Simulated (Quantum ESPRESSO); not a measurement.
**Wannier-interpolated electron–phonon scattering in TiC (Fm-3m)**

How strongly do phonons scatter the electrons of TiC (Fm-3m), and how dense must the meshes be?

Main program and level: Quantum ESPRESSO 7.5; DFT LDA, scalar-relativistic, plane waves, PseudoDojo 0.4.1 norm-conserving pseudopotentials.

This is a report of a sequence of runs, with most program output left out.

## 1. The starting structure

It takes space group Fm-3m (No. 225, cubic). The conventional cell has a = 4.319 Å, b = 4.319 Å, c = 4.319 Å, α = 90.00°, β = 90.00°, γ = 90.00°. Nearest to Ti lie 6 C at 2.16 Å. Nearest to C lie 6 Ti at 2.16 Å. Farther neighbours are not listed.

## 2. Relaxation

The cell is relaxed under the functional used for all that follows.

relax.in reads:

```
&control
   calculation = 'vc-relax'
   prefix = 'x'
   outdir = './tmp'
   pseudo_dir = './pseudo'
   tprnfor = .true.
   tstress = .true.
   etot_conv_thr = 1.0d-05
   forc_conv_thr = 4.0d-04
/
&system
   ibrav = 0
   nat = 2
   ntyp = 2
   ecutwfc = 84.0
   occupations = 'smearing'
   smearing = 'mv'
   degauss = 0.02
/
&electrons
   conv_thr = 1.0d-11
/
&ions
/
&cell
   press_conv_thr = 0.4
/
ATOMIC_SPECIES
 Ti     47.8670  Ti.upf
 C      12.0110  C.upf
CELL_PARAMETERS angstrom
     0.000000000    2.159300000    2.159300000
     2.159300000    0.000000000    2.159300000
     2.159300000    2.159300000    0.000000000
ATOMIC_POSITIONS crystal
 Ti     0.000000000   0.000000000   0.000000000
 C      0.500000000   0.500000000   0.500000000
K_POINTS automatic
 9 9 9 0 0 0
```

Command:

```sh
OMP_NUM_THREADS=1 mpirun -n 8 pw.x -nk 8 -in relax.in > relax.out
```

Elapsed: 17 s, on 8 MPI ranks of Arm Neoverse V1, shared host.

This step gave:

| Quantity | Value |
| --- | --- |
| free energy | -1780.9379 eV |
| pressure | -0.02600 GPa |
| volume per atom | 9.684 Å³/atom |

The volume ends at 9.684 Å³ an atom, -3.8 % from the start.

## 3. Ground state

Linear response needs a tightly converged ground state.

scf.in reads:

```
&control
   calculation = 'scf'
   prefix = 'x'
   outdir = './tmp'
   pseudo_dir = './pseudo'
   tprnfor = .true.
   tstress = .true.
/
&system
   ibrav = 0
   nat = 2
   ntyp = 2
   ecutwfc = 84.0
   occupations = 'smearing'
   smearing = 'mv'
   degauss = 0.02
/
&electrons
   conv_thr = 1.0d-12
/
ATOMIC_SPECIES
 Ti     47.8670  Ti.upf
 C      12.0110  C.upf
CELL_PARAMETERS angstrom
     0.000000000    2.131464100    2.131464100
     2.131464100    0.000000000    2.131464100
     2.131464100    2.131464100    0.000000000
ATOMIC_POSITIONS crystal
 Ti     0.000000000   0.000000000   0.000000000
 C      0.500000000   0.500000000   0.500000000
K_POINTS automatic
 9 9 9 0 0 0
```

Command:

```sh
OMP_NUM_THREADS=1 mpirun -n 8 pw.x -nk 8 -in scf.in > scf.out
```

Wall time 4.6 s (8 MPI ranks).

This step gave:

- Fermi energy: 15.26 eV

The Fermi level lies at 15.26 eV and the pressure is -0.026 GPa.

## 4. Phonons on the coarse mesh

ph.x gives the dynamical matrices and the changes of the potential on a coarse q mesh, which EPW interpolates.

ph.in reads:

```
phonons
&inputph
   prefix = 'x'
   outdir = './tmp'
   tr2_ph = 1.0d-14
   fildyn = 'x.dyn'
   fildvscf = 'dvscf'
   ldisp = .true.
   nq1 = 3
   nq2 = 3
   nq3 = 3
   alpha_mix(1) = 0.5
   amass(1) = 47.867
   amass(2) = 12.011
/
```

Command:

```sh
OMP_NUM_THREADS=1 mpirun -n 8 ph.x -nk 8 -in ph.in > ph.out
```

The job ended after 6.8 min (8 MPI ranks; 55 min of CPU time).

Numbers from this step:

* lowest frequency off the zone centre: 242.4 cm⁻¹
* largest magnitude of the acoustic modes at the zone centre, before the sum rule: 5.366 cm⁻¹

Frequencies at the irreducible wavevectors:

| q1 | q2 | q3 | star | mode 1 (cm⁻¹) | mode 2 (cm⁻¹) | mode 3 (cm⁻¹) | mode 4 (cm⁻¹) | mode 5 (cm⁻¹) | mode 6 (cm⁻¹) |
| --- | --- | --- | --- | --- | --- | --- | --- | --- | --- |
| 0 | 0 | 0 | 1 | -5.4 | -5.4 | -5.4 | 557.5 | 557.5 | 557.5 |
| 0 | 0 | 0.3333 | 8 | 242.4 | 242.4 | 397.2 | 583.9 | 583.9 | 722.6 |
| 0 | 0.3333 | 0.3333 | 6 | 264.9 | 264.9 | 359.2 | 541.5 | 541.5 | 648.7 |
| 0 | 0.3333 | -0.3333 | 12 | 299.4 | 343.7 | 405.4 | 594.6 | 614.1 | 692.4 |

The lowest mode off the zone centre lies at 242 cm⁻¹ and the highest of all solved modes at 723 cm⁻¹, so the solved wavevectors are stable. The acoustic modes at the centre lie within 5.4 cm⁻¹ of zero before the sum rule is imposed.

## 5. Bands for the check

Bands on a path serve later as the test of the Wannier interpolation; inside the frozen window, points that lie on the coarse mesh match by construction, and those between them test it.

bands.in reads:

```
&control
   calculation = 'bands'
   prefix = 'x'
   outdir = './tmp'
   pseudo_dir = './pseudo'
   verbosity = 'high'
/
&system
   ibrav = 0
   nat = 2
   ntyp = 2
   ecutwfc = 84.0
   occupations = 'smearing'
   smearing = 'mv'
   degauss = 0.02
   nbnd = 41
/
&electrons
   conv_thr = 1.0d-10
/
ATOMIC_SPECIES
 Ti     47.8670  Ti.upf
 C      12.0110  C.upf
CELL_PARAMETERS angstrom
     0.000000000    2.131464100    2.131464100
     2.131464100    0.000000000    2.131464100
     2.131464100    2.131464100    0.000000000
ATOMIC_POSITIONS crystal
 Ti     0.000000000   0.000000000   0.000000000
 C      0.500000000   0.500000000   0.500000000
K_POINTS crystal
41
 0.37500000 0.37500000 0.75000000 0.02439024
 0.34821429 0.34821429 0.69642857 0.02439024
 0.32142857 0.32142857 0.64285714 0.02439024
 0.29464286 0.29464286 0.58928571 0.02439024
[the list of k-points goes on]
```

Command:

```sh
OMP_NUM_THREADS=1 mpirun -n 8 pw.x -nk 8 -in bands.in > bands.out
```

Run time: 6.5 s. Hardware: 8 MPI ranks.

## 6. States on the coarse mesh

Wannier functions need the states on a full uniform k mesh, and the couplings need it to be a multiple of the q mesh.

nscf.in reads:

```
&control
   calculation = 'nscf'
   prefix = 'x'
   outdir = './tmp'
   pseudo_dir = './pseudo'
   verbosity = 'high'
/
&system
   ibrav = 0
   nat = 2
   ntyp = 2
   ecutwfc = 84.0
   occupations = 'smearing'
   smearing = 'mv'
   degauss = 0.02
   nbnd = 41
/
&electrons
   conv_thr = 1.0d-11
/
ATOMIC_SPECIES
 Ti     47.8670  Ti.upf
 C      12.0110  C.upf
CELL_PARAMETERS angstrom
     0.000000000    2.131464100    2.131464100
     2.131464100    0.000000000    2.131464100
     2.131464100    2.131464100    0.000000000
ATOMIC_POSITIONS crystal
 Ti     0.000000000   0.000000000   0.000000000
 C      0.500000000   0.500000000   0.500000000
K_POINTS crystal
729
 0.00000000 0.00000000 0.00000000 0.00137174
 0.00000000 0.00000000 0.11111111 0.00137174
 0.00000000 0.00000000 0.22222222 0.00137174
 0.00000000 0.00000000 0.33333333 0.00137174
[the list of k-points goes on]
```

Command:

```sh
OMP_NUM_THREADS=1 mpirun -n 8 pw.x -nk 8 -in nscf.in > nscf.out
```

Wall time 91 s (8 MPI ranks); 12 min of CPU time.

## 7. Wannier functions and couplings

Projections Ti s, d and C s, p start 10 Wannier functions; states up to 2.5 eV over the Fermi level are frozen, and the projected functions are kept without the localisation step. Hamiltonian, force constants and couplings go to real space.

epw1.in reads:

```
--
&inputepw
   prefix = 'x'
   outdir = './tmp'
   dvscf_dir = './save'
   elph = .true.
   etf_mem = 1
   nbndsub = 10
   bands_skipped = 'exclude_bands = 1-4'
   use_ws = .true.
   vme = 'wannier'
   asr_typ = 'crystal'
   nk1 = 9
   nk2 = 9
   nk3 = 9
   nq1 = 3
   nq2 = 3
   nq3 = 3
   amass(1) = 47.867
   amass(2) = 12.011
   epwwrite = .true.
   epwread = .false.
   wannierize = .true.
   num_iter = 0
   dis_win_max = 55.26
   dis_froz_max = 17.758
   proj(1) = 'Ti:s;d'
   proj(2) = 'C:s;p'
   wdata(1) = 'dis_num_iter = 600'
   wdata(2) = 'guiding_centres = .true.'
   wdata(3) = 'num_print_cycles = 50'
   wdata(4) = 'dis_mix_ratio = 0.7'
   band_plot = .true.
   filkf = 'path.dat'
   filqf = 'path.dat'
   fsthick = 100.0
   efermi_read = .true.
   fermi_energy = 15.2581
/
```

Command:

```sh
OMP_NUM_THREADS=1 mpirun -n 8 epw.x -nk 8 -in epw1.in > epw1.out
```

It took 12 min on 8 MPI ranks; 1.6 h of CPU time.

Numbers from this step:

```yaml
r_m_s_error_of_the_interpolated_bands_from_2_ev_under_to_1_ev_over_the_fermi_level: 4.5 meV
largest_error_in_that_range: 23 meV
lowest_interpolated_frequency_on_the_path: 0 cm⁻¹
```

The electronic bands at the labelled points (eV, zero at the Fermi level; # counts the bands kept):

| point | #1 | #2 | #3 | #4 | #5 | #6 | #7 | #8 |
| --- | --- | --- | --- | --- | --- | --- | --- | --- |
| K | -9.54 | -3.60 | -3.38 | -1.78 | 1.52 | 3.32 | 4.07 | 5.81 |
| halfway | -10.51 | -3.48 | -2.34 | -2.12 | 1.63 | 2.90 | 3.80 | 4.76 |
| Γ | -12.45 | 0.66 | 0.66 | 0.66 | 1.75 | 1.75 | 1.75 | 1.85 |
| 0.55 of the way | -10.81 | -3.21 | -2.01 | -2.01 | 1.99 | 1.99 | 3.12 | 6.55 |
| L | -8.66 | -6.05 | -3.06 | -3.06 | 3.09 | 3.09 | 4.36 | 8.56 |
| 0.44 of the way | -9.01 | -5.21 | -3.08 | -2.68 | 2.78 | 2.96 | 4.07 | 7.12 |
| W | -9.45 | -3.21 | -3.21 | -2.81 | 2.94 | 2.94 | 3.74 | 5.59 |
| halfway | -9.82 | -3.40 | -2.56 | -1.63 | 1.28 | 3.67 | 3.74 | 4.34 |
| X | -10.13 | -3.40 | -1.81 | 0.03 | 0.03 | 2.93 | 3.74 | 3.74 |

The same for Wannier interpolation:

| point | #1 | #2 | #3 | #4 | #5 | #6 | #7 | #8 |
| --- | --- | --- | --- | --- | --- | --- | --- | --- |
| K | -9.54 | -3.60 | -3.38 | -1.77 | 1.51 | 3.34 | 4.10 | 6.29 |
| Γ | -12.45 | 0.66 | 0.66 | 0.66 | 1.75 | 1.75 | 1.75 | 1.85 |
| L | -8.67 | -6.05 | -3.06 | -3.06 | 3.09 | 3.09 | 4.37 | 8.69 |
| W | -9.45 | -3.21 | -3.21 | -2.81 | 2.99 | 2.99 | 3.74 | 5.59 |
| X | -10.13 | -3.41 | -1.81 | 0.03 | 0.03 | 3.41 | 3.74 | 3.74 |

The phonon branches at the labelled points (cm⁻¹):

| point | branch 1 | branch 2 | branch 3 | branch 4 | branch 5 | branch 6 |
| --- | --- | --- | --- | --- | --- | --- |
| K | 307 | 358 | 376 | 581 | 618 | 652 |
| halfway | 220 | 225 | 365 | 568 | 582 | 686 |
| Γ | 0 | 0 | 0 | 558 | 558 | 558 |
| 0.55 of the way | 209 | 209 | 338 | 573 | 573 | 685 |
| L | 284 | 284 | 473 | 605 | 605 | 774 |
| 0.44 of the way | 296 | 311 | 439 | 600 | 609 | 732 |
| W | 347 | 347 | 363 | 609 | 609 | 651 |
| halfway | 320 | 336 | 365 | 571 | 600 | 618 |
| X | 306 | 306 | 368 | 545 | 545 | 614 |

Near the Fermi level the interpolated bands miss those of pw.x by 4 meV r.m.s. and 23 meV at most, each level matched to the nearest interpolated one; the r.m.s. value is under the 60 meV set for going on.

## 8. Coupling and Tc: fine k 16×16×16, q 8×8×8, width 0.15 eV, window 0.61 eV

The couplings are interpolated to a fine mesh near the Fermi level; their sum gives α²F and λ, and the linearised gap equation gives Tc.

a2f-1.in reads:

```
--
&inputepw
   prefix = 'x'
   outdir = './tmp'
   dvscf_dir = './save'
   elph = .true.
   etf_mem = 1
   nbndsub = 10
   bands_skipped = 'exclude_bands = 1-4'
   use_ws = .true.
   vme = 'wannier'
   asr_typ = 'crystal'
   nk1 = 9
   nk2 = 9
   nk3 = 9
   nq1 = 3
   nq2 = 3
   nq3 = 3
   amass(1) = 47.867
   amass(2) = 12.011
   epwwrite = .false.
   epwread = .true.
   wannierize = .false.
   nkf1 = 16
   nkf2 = 16
   nkf3 = 16
   nqf1 = 8
   nqf2 = 8
   nqf3 = 8
   mp_mesh_k = .true.
   ephwrite = .true.
   eliashberg = .true.
   liso = .true.
   limag = .true.
   tc_linear = .true.
   tc_linear_solver = 'lapack'
   fsthick = 0.61
   degaussw = 0.15
   degaussq = 0.5
   nqstep = 500
   muc = 0.13
   wscut = 0.3
   nsiter = 500
   nstemp = 7
   temps = 0.5 1.0 2.0 4.0 8.0 16.0 32.0
/
```

Command:

```sh
OMP_NUM_THREADS=1 mpirun -n 8 epw.x -nk 8 -in a2f-1.in > a2f-1.out
```

Wall time 69 s (8 MPI ranks).

This step gave:

```
coupling constant λ                  : 0.2297
log mean phonon energy ħω_log        : 49.92 meV
density of states at the Fermi level : 0.1818 states/eV a spin and cell
Fermi level on the fine mesh         : 15.25 eV
```

The a2F has structure finer than the step of the table below, so its rows give means over 2.5 meV, whole bins alone (the curve runs from 0.211 to 105 meV). Peaks (meV: height): 32.31: 0.222, 37.38: 0.267, 39.07: 0.183, 68.63: 0.865, 72.86: 0.476, 77.92: 0.248, 80.46: 0.200.

Table of a2F by phonon energy; means over each step:

phonon energy (meV), a2F and a bar:
```
      7.5      0.000 
     10.0      0.002 
     12.5      0.028 ##
     15.0      0.000 
     17.5      0.004 
     20.0      0.018 #
     22.5      0.029 ##
     25.0      0.007 #
     27.5      0.008 #
     30.0      0.010 #
     32.5      0.094 #######
     35.0      0.049 ###
     37.5      0.158 ###########
     40.0      0.097 #######
     42.5      0.039 ###
     45.0      0.058 ####
     47.5      0.051 ####
     50.0      0.026 ##
     52.5      0.019 #
     55.0      0.000 
     57.5      0.000 
     60.0      0.000 
     62.5      0.000 
     65.0      0.011 #
     67.5      0.416 #############################
     70.0      0.433 ##############################
     72.5      0.308 #####################
     75.0      0.216 ###############
     77.5      0.172 ############
     80.0      0.126 #########
     82.5      0.084 ######
     85.0      0.030 ##
     87.5      0.043 ###
     90.0      0.007 #
     92.5      0.000
```

λ = 0.230 and ħω_log = 49.9 meV. The eigenvalue stays under 1 down to 0.5 K.

## 9. Resistivity: fine k 20×20×20, q 10×10×10, adaptive width, window 0.32 eV

The Boltzmann equation is solved by iteration on a fine mesh; only states within the window around the Fermi level enter.

bte-1.in reads:

```
--
&inputepw
   prefix = 'x'
   outdir = './tmp'
   dvscf_dir = './save'
   elph = .true.
   etf_mem = 1
   nbndsub = 10
   bands_skipped = 'exclude_bands = 1-4'
   use_ws = .true.
   vme = 'wannier'
   asr_typ = 'crystal'
   nk1 = 9
   nk2 = 9
   nk3 = 9
   nq1 = 3
   nq2 = 3
   nq3 = 3
   amass(1) = 47.867
   amass(2) = 12.011
   epwwrite = .false.
   epwread = .true.
   wannierize = .false.
   nkf1 = 20
   nkf2 = 20
   nkf3 = 20
   nqf1 = 10
   nqf2 = 10
   nqf3 = 10
   mp_mesh_k = .true.
   scattering = .true.
   iterative_bte = .true.
   epmatkqread = .false.
   assume_metal = .true.
   int_mob = .false.
   carrier = .false.
   ngaussw = -99
   mob_maxiter = 200
   broyden_beta = 0.7
   fsthick = 0.32
   degaussw = 0.0
   nstemp = 6
   temps = 150 200 273 300 400 500
   restart = .false.
   selecqread = .false.
/
```

Command:

```sh
OMP_NUM_THREADS=1 mpirun -n 8 epw.x -nk 8 -in bte-1.in > bte-1.out
```

Wall time 74 s (8 MPI ranks).

This step gave:

```yaml
iterations: 17
resistivity_at_300_k: 17.26 μΩ cm
```

Resistivity, by row:

| T (K) | rho_xx (μΩ cm) | rho_yy | rho_zz | relaxation-time approximation, mean of the axes (μΩ cm) |
| --- | --- | --- | --- | --- |
| 150 | 9.585 | 9.585 | 9.585 | 8.77 |
| 200 | 11.49 | 11.49 | 11.49 | 10.48 |
| 273 | 15.45 | 15.45 | 15.45 | 14.07 |
| 300 | 17.26 | 17.26 | 17.26 | 15.71 |
| 400 | 25.13 | 25.13 | 25.13 | 22.87 |
| 500 | 33.84 | 33.84 | 33.84 | 30.82 |

ρ(300 K) = 17.3 μΩ cm; the relaxation-time start gave 15.7. One mesh does not show convergence. The largest adaptive width printed is 0.39 eV, against a window of 0.32 eV outside which no state is counted.

## 10. Coupling and Tc, input with a fault, fine q mesh 14×14×14, fine mesh 14×14×14

Another input is tried.

bad.in reads:

```
--
&inputepw
   prefix = 'x'
   outdir = './tmp'
   dvscf_dir = './save'
   elph = .true.
   etf_mem = 1
   nbndsub = 10
   bands_skipped = 'exclude_bands = 1-4'
   use_ws = .true.
   vme = 'wannier'
   asr_typ = 'crystal'
   nk1 = 9
   nk2 = 9
   nk3 = 9
   nq1 = 3
   nq2 = 3
   nq3 = 3
   amass(1) = 47.867
   amass(2) = 12.011
   epwwrite = .false.
   epwread = .true.
   wannierize = .false.
   nkf1 = 14
   nkf2 = 14
   nkf3 = 14
   nqf1 = 14
   nqf2 = 14
   nqf3 = 14
   mp_mesh_k = .true.
   ephwrite = .true.
   eliashberg = .true.
   liso = .true.
   limag = .true.
   tc_linear = .true.
   tc_linear_solver = 'lapack'
   fsthick = 0.4
   degaussw = 0.6
   degaussq = 0.5
   nqstep = 500
   muc = 0.13
   wscut = 0.3
   nsiter = 500
   nstemp = 7
   temps = 0.5 1.0 2.0 4.0 8.0 16.0 32.0
/
```

Command:

```sh
OMP_NUM_THREADS=1 mpirun -n 8 epw.x -nk 8 -in bad.in > bad.out
```

Elapsed: 0.51 s, on 8 MPI ranks.

The input was rejected at the start.

The program's message: “Error in routine readin (1): degaussw too close to fsthick”

The fault put into the input: a delta width larger than the window.

## 11. Resistivity: fine k 26×26×26, q 13×13×13, adaptive width, window 0.32 eV

At these temperatures only states within a few k_B T of the Fermi level carry current, so the mesh must be dense; it is refined.

bte-2.in reads:

```
--
&inputepw
   prefix = 'x'
   outdir = './tmp'
   dvscf_dir = './save'
   elph = .true.
   etf_mem = 1
   nbndsub = 10
   bands_skipped = 'exclude_bands = 1-4'
   use_ws = .true.
   vme = 'wannier'
   asr_typ = 'crystal'
   nk1 = 9
   nk2 = 9
   nk3 = 9
   nq1 = 3
   nq2 = 3
   nq3 = 3
   amass(1) = 47.867
   amass(2) = 12.011
   epwwrite = .false.
   epwread = .true.
   wannierize = .false.
   nkf1 = 26
   nkf2 = 26
   nkf3 = 26
   nqf1 = 13
   nqf2 = 13
   nqf3 = 13
   mp_mesh_k = .true.
   scattering = .true.
   iterative_bte = .true.
   epmatkqread = .false.
   assume_metal = .true.
   int_mob = .false.
   carrier = .false.
   ngaussw = -99
   mob_maxiter = 200
   broyden_beta = 0.7
   fsthick = 0.32
   degaussw = 0.0
   nstemp = 6
   temps = 150 200 273 300 400 500
   restart = .false.
   selecqread = .false.
/
```

Command:

```sh
OMP_NUM_THREADS=1 mpirun -n 8 epw.x -nk 8 -in bte-2.in > bte-2.out
```

It took 2.6 min on 8 MPI ranks; 21 min of CPU time.

This step gave:

```
iterations           : 16
resistivity at 300 K : 18.98 μΩ cm
```

Resistivity, by row:

| T (K) | rho_xx (μΩ cm) | rho_yy | rho_zz | relaxation-time approximation, mean of the axes (μΩ cm) |
| --- | --- | --- | --- | --- |
| 150 | 9.692 | 9.692 | 9.692 | 8.779 |
| 200 | 12.55 | 12.55 | 12.55 | 11.44 |
| 273 | 17.18 | 17.18 | 17.18 | 15.75 |
| 300 | 18.98 | 18.98 | 18.98 | 17.44 |
| 400 | 25.91 | 25.91 | 25.91 | 23.94 |
| 500 | 32.97 | 32.97 | 32.97 | 30.58 |

ρ(300 K) = 19.0 μΩ cm, against 17.3 before (+10 %); the relaxation-time start gave 17.4. The largest adaptive width printed is 0.33 eV, against a window of 0.32 eV outside which no state is counted.

## 12. Coupling and Tc: fine k 26×26×26, q 13×13×13, width 0.1 eV, window 0.41 eV

The sum is repeated with other meshes, delta width and window to test it.

a2f-2.in reads:

```
--
&inputepw
   prefix = 'x'
   outdir = './tmp'
   dvscf_dir = './save'
   elph = .true.
   etf_mem = 1
   nbndsub = 10
   bands_skipped = 'exclude_bands = 1-4'
   use_ws = .true.
   vme = 'wannier'
   asr_typ = 'crystal'
   nk1 = 9
   nk2 = 9
   nk3 = 9
   nq1 = 3
   nq2 = 3
   nq3 = 3
   amass(1) = 47.867
   amass(2) = 12.011
   epwwrite = .false.
   epwread = .true.
   wannierize = .false.
   nkf1 = 26
   nkf2 = 26
   nkf3 = 26
   nqf1 = 13
   nqf2 = 13
   nqf3 = 13
   mp_mesh_k = .true.
   ephwrite = .true.
   eliashberg = .true.
   liso = .true.
   limag = .true.
   tc_linear = .true.
   tc_linear_solver = 'lapack'
   fsthick = 0.41
   degaussw = 0.1
   degaussq = 0.5
   nqstep = 500
   muc = 0.13
   wscut = 0.3
   nsiter = 500
   nstemp = 7
   temps = 0.5 1.0 2.0 4.0 8.0 16.0 32.0
/
```

Command:

```sh
OMP_NUM_THREADS=1 mpirun -n 8 epw.x -nk 8 -in a2f-2.in > a2f-2.out
```

The job ended after 3.3 min (8 MPI ranks).

The run ended with an error.

The program's message: “Error in routine estimate_tc_gap (1): initial guess for gap edge should be > 0.d0”

## 13. Resistivity: fine k 32×32×32, q 16×16×16, adaptive width, window 0.32 eV

bte-3.in reads:

```
--
&inputepw
   prefix = 'x'
   outdir = './tmp'
   dvscf_dir = './save'
   elph = .true.
   etf_mem = 1
   nbndsub = 10
   bands_skipped = 'exclude_bands = 1-4'
   use_ws = .true.
   vme = 'wannier'
   asr_typ = 'crystal'
   nk1 = 9
   nk2 = 9
   nk3 = 9
   nq1 = 3
   nq2 = 3
   nq3 = 3
   amass(1) = 47.867
   amass(2) = 12.011
   epwwrite = .false.
   epwread = .true.
   wannierize = .false.
   nkf1 = 32
   nkf2 = 32
   nkf3 = 32
   nqf1 = 16
   nqf2 = 16
   nqf3 = 16
   mp_mesh_k = .true.
   scattering = .true.
   iterative_bte = .true.
   epmatkqread = .false.
   assume_metal = .true.
   int_mob = .false.
   carrier = .false.
   ngaussw = -99
   mob_maxiter = 200
   broyden_beta = 0.7
   fsthick = 0.32
   degaussw = 0.0
   nstemp = 6
   temps = 150 200 273 300 400 500
   restart = .false.
   selecqread = .false.
/
```

Command:

```sh
OMP_NUM_THREADS=1 mpirun -n 8 epw.x -nk 8 -in bte-3.in > bte-3.out
```

It took 5.7 min on 8 MPI ranks; 45 min of CPU time.

Numbers from this step:

```
iterations           : 17
resistivity at 300 K : 16.38 μΩ cm
```

Resistivity, by row:

| T (K) | rho_xx (μΩ cm) | rho_yy | rho_zz | relaxation-time approximation, mean of the axes (μΩ cm) |
| --- | --- | --- | --- | --- |
| 150 | 8.55 | 8.55 | 8.55 | 8.17 |
| 200 | 10.78 | 10.78 | 10.78 | 10.28 |
| 273 | 14.75 | 14.75 | 14.75 | 14.05 |
| 300 | 16.38 | 16.38 | 16.38 | 15.59 |
| 400 | 22.8 | 22.8 | 22.8 | 21.67 |
| 500 | 29.49 | 29.49 | 29.49 | 28 |

ρ(300 K) = 16.4 μΩ cm, against 19.0 before (-14 %); the relaxation-time start gave 15.6. The largest adaptive width printed is 0.28 eV, against a window of 0.32 eV outside which no state is counted.

(Continued in part 2 of 2.)

[The logs of pw.x and epw.x are selected lines.]

[Logs are printed without paths, hosts, clocks, repeated set-up lines and the standing remarks that a program may print on its own settings, such as how far it seeks lower states.]

[Hosts, paths, dates, database ids (printed as entryN), source tags and the programs' standing remarks are cut or masked in the printed files.]
